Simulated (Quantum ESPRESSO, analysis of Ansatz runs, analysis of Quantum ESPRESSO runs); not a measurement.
# Charge-transition level of substitutional N in diamond (PBE) (Quantum ESPRESSO), part 2 of 4

Aim: the charge-transition level of substitutional N in diamond, to be set beside the measurement. Set-up: PBE, PseudoDojo 0.4.1 SR PBE standard, 32-site cell, PBE lattice, k: the single point 1/4 1/4 1/4 then 2x2x2 shifted, started with the impurity moved along one bond, dielectric constants 5.7 and 5.7 (handbook). The model is a cell of 32 host atoms with 1 C taken out and 1 N put in. The level is the Fermi energy at which two charge states have equal formation energy, after a correction for the images of the charge. Other potentials or another program check that the number doesn't hang on one set of files.

Quantum ESPRESSO 7.5; PBE, PseudoDojo 0.4.1 SR PBE standard, 32-site cell, PBE lattice, k: the single point 1/4 1/4 1/4 then 2x2x2 shifted, started with the impurity moved along one bond, dielectric constants 5.7 and 5.7 (handbook).

So far: Set-up; Relaxation, charge +1.

## (3) Single point, charge +1

The relaxed structure is kept, and the final numbers are taken at the final level and k-points.

This step: Quantum ESPRESSO plane-wave DFT, PBE, PseudoDojo 0.4.1 SR PBE standard potentials; single point of a defect supercell.

Contents of pw.in:

```
&CONTROL
  calculation = 'scf'
  prefix = 'pwscf'
  outdir = './tmp'
  pseudo_dir = './pseudo'
  tprnfor = .true.
  disk_io = 'low'
/
&SYSTEM
  ibrav = 0
  nat = 32
  ntyp = 2
  ecutwfc = 84
  nbnd = 68
  occupations = 'smearing'
  smearing = 'fd'
  degauss = 0.00073499
  tot_charge = 1
  nosym = .true.
/
&ELECTRONS
  conv_thr = 3d-08
  electron_maxstep = 100
  mixing_beta = 0.5
/
ATOMIC_SPECIES
C     12.0110 C.upf
N     14.0070 N.upf
CELL_PARAMETERS angstrom
  -3.5717645206    3.5717645206    3.5717645206
   3.5717645206   -3.5717645206    3.5717645206
   3.5717645206    3.5717645206   -3.5717645206
ATOMIC_POSITIONS crystal
C     -0.0015035377   -0.0011676890    0.4979794150
C     -0.0009496186    0.2482170333    0.2474227663
[... 1 atom line left out ...]
C     -0.0021643883    0.7476070057    0.7467985892
[... 2 atom lines left out ...]
C      0.2496822756    0.4988633104    0.7486598328
C      0.2496495407    0.7494375558    0.4980523804
[... 1 atom line left out ...]
C      0.4985126047    0.2499861143    0.7486444130
N      0.4984718584    0.4988031619    0.4980104177
[... 1 atom line left out ...]
C      0.7472384068   -0.0018256363    0.7468054135
C      0.7491442360    0.2500145325    0.4980862813
[... 1 atom line left out ...]
C      0.7472807254    0.7475889998   -0.0026166423
[... 6 atom lines left out ...]
C      0.2465176482    0.4988457546    0.4980496618
[... 2 atom lines left out ...]
C      0.4985297582    0.2468450887    0.4980518120
C      0.4984922287    0.4988156181    0.2460336618
[... 4 atom lines left out ...]
C      0.7503872106    0.7507259550    0.7499299520
K_POINTS automatic
2 2 2 1 1 1
```

Contents of pp_potential.in:

```
&INPUTPP
  prefix = 'pwscf'
  outdir = './tmp'
  filplot = 'potential.dat'
  plot_num = 11
/
&PLOT
  nfile = 1
  filepp(1) = 'potential.dat'
  iflag = 3
  output_format = 6
  fileout = 'potential.cube'
/
```

The run is started by

```sh
$ OMP_NUM_THREADS=1 mpirun -n 4 pw.x -nk 2 -in pw.in > pw.out
$ OMP_NUM_THREADS=1 mpirun -n 4 pp.x -in pp_potential.in > pp_potential.out
```

What it wrote:

```text
[banner, memory and clock lines left out]
          URL

     bravais-lattice index     =            0
     lattice parameter (alat)  =      11.6907  a.u.
     unit-cell volume          =    1229.9998 (a.u.)^3
     number of atoms/cell      =           32
     number of atomic types    =            2
     number of electrons       =       128.00
     number of Kohn-Sham states=           68
     kinetic-energy cutoff     =      84.0000  Ry
     charge density cutoff     =     336.0000  Ry
     scf convergence threshold =      3.0E-08
     mixing beta               =       0.5000
     number of iterations used =            8  plain     mixing
     Exchange-correlation= PBE
                           (   1   4   3   4   0   0   0)

     celldm(1)=  11.690748  celldm(2)=   0.000000  celldm(3)=   0.000000
     celldm(4)=   0.000000  celldm(5)=   0.000000  celldm(6)=   0.000000

     crystal axes: (cart. coord. in units of alat)
               a(1) = (  -0.577350   0.577350   0.577350 )
               a(2) = (   0.577350  -0.577350   0.577350 )
               a(3) = (   0.577350   0.577350  -0.577350 )

     reciprocal axes: (cart. coord. in units 2 pi/alat)
               b(1) = ( -0.000000  0.866025  0.866025 )
               b(2) = (  0.866025 -0.000000  0.866025 )
               b(3) = (  0.866025  0.866025  0.000000 )

     PseudoPot. # 1 for C  read from file:
     C.upf
     Pseudo is Norm-conserving + core correction, Zval =  4.0
     Generated using ONCVPSP code by D. R. Hamann
     Using radial grid of 1248 points,  4 beta functions with:
                l(1) =   0
                l(2) =   0
                l(3) =   1
                l(4) =   1

     PseudoPot. # 2 for N  read from file:
     N.upf
     Pseudo is Norm-conserving + core correction, Zval =  5.0
     Generated using ONCVPSP code by D. R. Hamann
     Using radial grid of 1058 points,  4 beta functions with:
                l(1) =   0
                l(2) =   0
                l(3) =   1
                l(4) =   1

     atomic species   valence    mass     pseudopotential
     C                 4.00    12.01100     C ( 1.00)
     N                 5.00    14.00700     N ( 1.00)

     No symmetry found

   Cartesian axes

     site n.     atom                  positions (alat units)
         1        C      tau(   1) = (   0.2877025   0.2873146  -0.2890508  )
         2        C      tau(   2) = (   0.2867060  -0.0010068  -0.0000897  )
         3        C      tau(   3) = (   0.2877053  -0.2899601   0.2882467  )
         4        C      tau(   4) = (   0.8640451  -0.0017163  -0.0007829  )
         5        C      tau(   5) = (  -0.0006383   0.2863599  -0.0000892  )
         6        C      tau(   6) = (  -0.0006340  -0.0010229   0.2872386  )
         7        C      tau(   7) = (   0.5761037   0.2883742  -0.0000660  )
         8        C      tau(   8) = (   0.5761034  -0.0010021   0.2892725  )
         9        C      tau(   9) = (  -0.2895871   0.2873442   0.2882307  )
        10        C      tau(  10) = (   0.2887432   0.5757169  -0.0000841  )
        11        N      tau(  11) = (   0.2877177   0.2873352   0.2882506  )
[...]
28        C      tau(  28) = (   0.1432797  -0.1455702   0.7211761  )
        29        C      tau(  29) = (  -0.1452080   0.7202654   0.1438145  )
        30        C      tau(  30) = (  -0.1451264   0.4318060   0.4327123  )
        31        C      tau(  31) = (  -0.1452263   0.1429075   0.7211761  )
        32        C      tau(  32) = (   0.4331678   0.4327767   0.4336958  )

     number of k points=     4  Fermi-Dirac smearing, width (Ry)=  0.0007
                       cart. coord. in units 2pi/alat
        k(    1) = (   0.4330127   0.4330127   0.4330127), wk =   0.5000000
        k(    2) = (   0.0000000   0.0000000   0.4330127), wk =   0.5000000
        k(    3) = (   0.0000000   0.4330127   0.0000000), wk =   0.5000000
        k(    4) = (  -0.4330127   0.0000000   0.0000000), wk =   0.5000000

     Dense  grid:   128207 G-vectors     FFT dimensions: (  72,  72,  72)

     Initial potential from superposition of free atoms

     starting charge     128.9986, renormalised to     128.0000
     Starting wfcs are  128 randomized atomic wfcs

     Self-consistent Calculation

     iteration #  1     ecut=    84.00 Ry     beta= 0.50
     Davidson diagonalization with overlap
     ethr =  1.00E-02,  avg # of iterations =  2.2

     total energy              =    -394.79259638 Ry
     estimated scf accuracy    <       1.89074956 Ry

     iteration #  2     ecut=    84.00 Ry     beta= 0.50
     Davidson diagonalization with overlap
     ethr =  1.48E-03,  avg # of iterations =  2.0

     total energy              =    -394.80745664 Ry
     estimated scf accuracy    <       0.32230102 Ry

     iteration #  3     ecut=    84.00 Ry     beta= 0.50
     Davidson diagonalization with overlap
     ethr =  2.52E-04,  avg # of iterations =  6.8

     total energy              =    -394.84965931 Ry
     estimated scf accuracy    <       0.02378256 Ry

     iteration #  4     ecut=    84.00 Ry     beta= 0.50
     Davidson diagonalization with overlap
     ethr =  1.86E-05,  avg # of iterations =  8.8

     total energy              =    -394.85576492 Ry
     estimated scf accuracy    <       0.00142548 Ry

     iteration #  5     ecut=    84.00 Ry     beta= 0.50
     Davidson diagonalization with overlap
     ethr =  1.11E-06,  avg # of iterations =  6.5

     total energy              =    -394.85636372 Ry
     estimated scf accuracy    <       0.00011803 Ry

     iteration #  6     ecut=    84.00 Ry     beta= 0.50
     Davidson diagonalization with overlap
     ethr =  9.22E-08,  avg # of iterations =  3.8

     total energy              =    -394.85641323 Ry
     estimated scf accuracy    <       0.00000993 Ry

     iteration #  7     ecut=    84.00 Ry     beta= 0.50
     Davidson diagonalization with overlap
     ethr =  7.76E-09,  avg # of iterations =  5.0

     total energy              =    -394.85641868 Ry
     estimated scf accuracy    <       0.00000077 Ry

     iteration #  8     ecut=    84.00 Ry     beta= 0.50
     Davidson diagonalization with overlap
     ethr =  6.02E-10,  avg # of iterations =  5.0

     total energy              =    -394.85641916 Ry
     estimated scf accuracy    <       0.00000010 Ry

     iteration #  9     ecut=    84.00 Ry     beta= 0.50
     Davidson diagonalization with overlap
     ethr =  7.99E-11,  avg # of iterations =  4.0

     total energy              =    -394.85641919 Ry
     estimated scf accuracy    <       0.00000003 Ry

     iteration # 10     ecut=    84.00 Ry     beta= 0.50
     Davidson diagonalization with overlap
     ethr =  2.60E-11,  avg # of iterations =  3.2

     End of self-consistent calculation

          k = 0.4330 0.4330 0.4330 ( 16052 PWs)   bands (ev):

    -8.1736  -6.3432  -6.3431  -6.3426  -4.1620  -2.4144  -2.4135  -2.4134
    -2.0600  -2.0599  -2.0025  -2.0022  -2.0016  -2.0014  -2.0000  -1.9999
     1.5704   2.0486   2.0486   2.0488   2.5943   2.5944   2.5945   2.6158
     2.6159   2.6161   2.6557   2.6559   5.7751   5.7754   5.7758   6.0924
     6.4851   6.4852   6.6155   6.6156   6.6157   6.6180   6.6181   6.6182
     6.7095   6.7097   6.7100   6.8151   8.0384   8.0387   8.0388   8.3677
     8.3679   8.3680   8.5047   8.5050   8.5416   8.5569   8.5580   8.5582
    11.1432  11.1433  11.1437  11.6050  11.6052  11.6283  11.6286  11.6287
    17.6301  18.8016  18.8023  18.8040

          k = 0.0000 0.0000 0.4330 ( 15968 PWs)   bands (ev):

    -8.3708  -6.5850  -5.3166  -5.3159  -5.1286  -3.9784  -3.2379  -3.2264
    -3.2263  -3.0681  -1.8169  -1.2078  -1.2072  -1.0289   0.3049   0.7573
[...]
17.1592  18.0506  18.8462  19.2296

          k = 0.0000 0.4330 0.0000 ( 15968 PWs)   bands (ev):

[...]
17.1593  18.0508  18.8459  19.2300

          k =-0.4330 0.0000 0.0000 ( 15968 PWs)   bands (ev):

[...]
2.8029   2.9915   4.2578   4.2580   4.2877   4.4873   4.5121   5.6592
     5.7899   5.7907   6.0181   6.4019   6.5560   6.5567   6.8602   7.3528
     7.3531   7.4273   7.7144   7.7147   7.7392   7.8168   7.9078   7.9081
     7.9795   8.5282   8.7006   8.7010   8.7224   9.9874   9.9875  10.1445
    10.3264  10.3990  10.4818  10.4819  10.5300  11.5136  11.5140  11.8547
    17.1594  18.0509  18.8458  19.2292

     the Fermi energy is    12.3798 ev

!    total energy              =    -394.85641920 Ry
     estimated scf accuracy    <          7.3E-09 Ry
     smearing contrib. (-TS)   =       0.00000000 Ry
     internal energy E=F+TS    =    -394.85641920 Ry

     The total energy is F=E-TS. E is the sum of the following terms:
     one-electron contribution =     127.27941076 Ry
     hartree contribution      =      32.58995775 Ry
     xc contribution           =    -139.39558563 Ry
     ewald contribution        =    -415.33020208 Ry

     convergence has been achieved in  10 iterations

     Forces acting on atoms (cartesian axes, Ry/au):

     atom    1 type  1   force =     0.00018505    0.00019785   -0.00014654
     atom    2 type  1   force =    -0.00077959    0.00006846    0.00001708
     atom    3 type  1   force =     0.00017312   -0.00014398    0.00014347
     atom    4 type  1   force =    -0.00059940    0.00033051    0.00027344
     atom    5 type  1   force =     0.00007937   -0.00100654    0.00004393
     atom    6 type  1   force =     0.00004492    0.00010673   -0.00084775
     atom    7 type  1   force =    -0.00010373    0.00065699   -0.00012633
     atom    8 type  1   force =    -0.00011603   -0.00000776    0.00069463
     atom    9 type  1   force =    -0.00011526    0.00004068    0.00015349
     atom   10 type  1   force =     0.00071490   -0.00009991   -0.00008067
[...]
atom   28 type  1   force =    -0.00027961    0.00016191   -0.00004451
     atom   29 type  1   force =     0.00023851   -0.00005042   -0.00026607
     atom   30 type  1   force =     0.00000765   -0.00009611   -0.00011123
     atom   31 type  1   force =     0.00026901   -0.00032284   -0.00006753
     atom   32 type  1   force =     0.00100430    0.00101058    0.00100298

     Total force =     0.004324     Total SCF correction =     0.000132
```

It took 13 s on 4 MPI ranks of AMD EPYC 9R45, shared host; peak memory 0.66 GiB; 52 s of CPU time.

(Continued in part 3 of 4.)

[Logs are printed without paths, hosts, clocks, repeated set-up lines and the standing remarks that a program may print on its own settings, such as how far it seeks lower states.]

[Hosts, paths, dates, database ids (printed as entryN), source tags and the programs' standing remarks are cut or masked in the printed files.]

[For some hosts the program warned that the k-mesh of the response run may be too coarse for force constants and the static dielectric constant; such warnings are not shown here.]
